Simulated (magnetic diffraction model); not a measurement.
# Which magnetic order? Er₂BeSi₂

Space group C2/m (no. 12), a = 10.0980 Å, b = 4.0580 Å, c = 9.8960 Å, β = 116.77°.

```
site  atom       x    y       z
  4i    Er  0.0090    0  0.3332
  4i    Er  0.6962  1/2  0.1219
  4i    Si  0.8498  1/2  0.4456
  4i    Si  0.9898  1/2  0.1145
  4i    Be  0.2768    0  0.6561
```

This is a made-up structure (elements placed in a structure type, unrelaxed), so the numbers test the method and describe no known phase.

Only Er is taken to order (form factors of Er3+); orders and moment sizes are assumed, and not adapted to the symmetry. Radiation: neutrons of λ = 1.594 Å, 1.5° to 35°; isotropic B of 0.28 Å² (Er), 0.53 Å² (Si) and 0.57 Å² (Be). Simulated constant-wavelength pattern: nuclear and magnetic terms add, the magnetic one as |2.695 fm × Σ f S⊥ exp(2πi Q·r) exp(−B s²)|², summed over all Q at one angle with the factor 1/(sin²θ cos θ). For a modulated order the moment at position r is S exp(−2πi k·r) + c.c., with S = m/2 for a sine wave of amplitude m and S = m(u + iv)/2 for moments turning in a plane, u and v being orthogonal unit vectors in it; the phase factor of the sum at Q = H + k is then exp(2πi H·r). Free-ion form factors, Sears's scattering lengths of 1992, no absorption; a label names one of the reflections at its angle. The strongest nuclear line in the range is 100, and lines under 0.2 are left out.

Above the ordering temperature:

```
2θ (°)     index      I
 10.35   (0 0 1)  100.0
 18.21  (2 0 -1)   63.9
 20.37   (2 0 0)   18.5
 20.79   (0 0 2)   17.3
 21.59  (2 0 -2)    7.4
 24.88   (1 1 0)   19.5
 25.13  (1 1 -1)    8.7
 26.81   (2 0 1)   26.9
 28.69  (2 0 -3)   13.3
 28.77   (1 1 1)   15.1
 29.44  (1 1 -2)   92.4
 31.40   (0 0 3)   32.7
```

Below it (cell unchanged):

```tsv
2θ (°)	I
2.07	45433.4
8.28	2044.8
10.35	100.0
12.43	892.8
18.18	317.0
18.21	63.9
18.46	316.1
18.69	653.4
19.51	372.4
20.37	18.5
20.53	260.3
20.79	17.3
21.40	344.6
21.59	7.4
22.79	232.8
22.89	422.7
24.57	552.3
24.73	118.2
24.88	19.5
25.13	8.7
25.30	72.5
25.35	545.6
25.71	116.1
26.81	26.9
27.08	183.0
27.71	304.7
28.32	102.8
28.41	60.0
28.69	13.3
28.77	15.1
29.26	305.6
29.44	92.4
29.94	278.8
30.37	149.6
30.68	93.1
31.40	32.7
```
(The table stops after 36 lines; 4 more lie at higher angle.)

**Question.** Find the propagation vector, then choose among these models:
A. a sine wave with moments along [010] (amplitudes given), 7.6 μB on Er; signs + at (0.0090, 0, 0.3332), + at (0.9910, 0, 0.6668), − at (0.6962, 1/2, 0.1219), + at (0.3038, 1/2, 0.8781)
B. moments turning in the plane of [100] and [010], 7.6 μB on Er; signs + at (0.0090, 0, 0.3332), + at (0.9910, 0, 0.6668), − at (0.6962, 1/2, 0.1219), + at (0.3038, 1/2, 0.8781)
C. moments turning in the plane of [010] and [001], 7.6 μB on Er; signs + at (0.0090, 0, 0.3332), + at (0.9910, 0, 0.6668), − at (0.6962, 1/2, 0.1219), + at (0.3038, 1/2, 0.8781)
D. a sine wave with moments along [100] (amplitudes given), 7.6 μB on Er; signs + at (0.0090, 0, 0.3332), + at (0.9910, 0, 0.6668), − at (0.6962, 1/2, 0.1219), + at (0.3038, 1/2, 0.8781)

The new lines index as (0 0 1/5) at 2.07°, (0 0 4/5) at 8.28°, (0 0 6/5) at 12.43° and (2 0 -4/5) at 18.18°, that is as H ± k with k = (0 0 1/5). Satellites come in pairs about each point of the reciprocal lattice.

Magnetic intensity, observed (below minus above) and for each model:

| 2θ (°) | index | observed | A | B | C | D |
| --- | --- | --- | --- | --- | --- | --- |
| 2.07 | (0 0 1/5) | 45433.4 | 22716.7 | 45433.4 | 27325.2 | 22716.7 |
| 8.28 | (0 0 4/5) | 2044.8 | 1022.4 | 2044.8 | 1229.8 | 1022.4 |
| 18.18 | (2 0 -4/5) | 317.0 | 316.3 | 317.0 | 580.1 | 0.7 |
| 18.46 | (2 0 -6/5) | 316.1 | 306.3 | 316.1 | 501.5 | 9.8 |
| 19.51 | (2 0 -1/5) | 372.4 | 328.9 | 372.4 | 654.8 | 43.5 |
| 21.40 | (2 0 1/5) | 344.6 | 269.9 | 344.6 | 537.8 | 74.7 |
| 24.57 | (1 1 -1/5) | 552.3 | 80.9 | 552.3 | 624.4 | 471.4 |
| 25.35 | (1 1 1/5) | 545.6 | 101.5 | 545.6 | 608.9 | 444.2 |

Model B matches.

The structure used: k = (0 0 1/5), moments turning in the plane of [100] and [010], 7.6 μB on Er; signs + at (0.0090, 0, 0.3332), + at (0.9910, 0, 0.6668), − at (0.6962, 1/2, 0.1219), + at (0.3038, 1/2, 0.8781).

[Logs are printed without paths, hosts, clocks, repeated set-up lines and the standing remarks that a program may print on its own settings, such as how far it seeks lower states.]
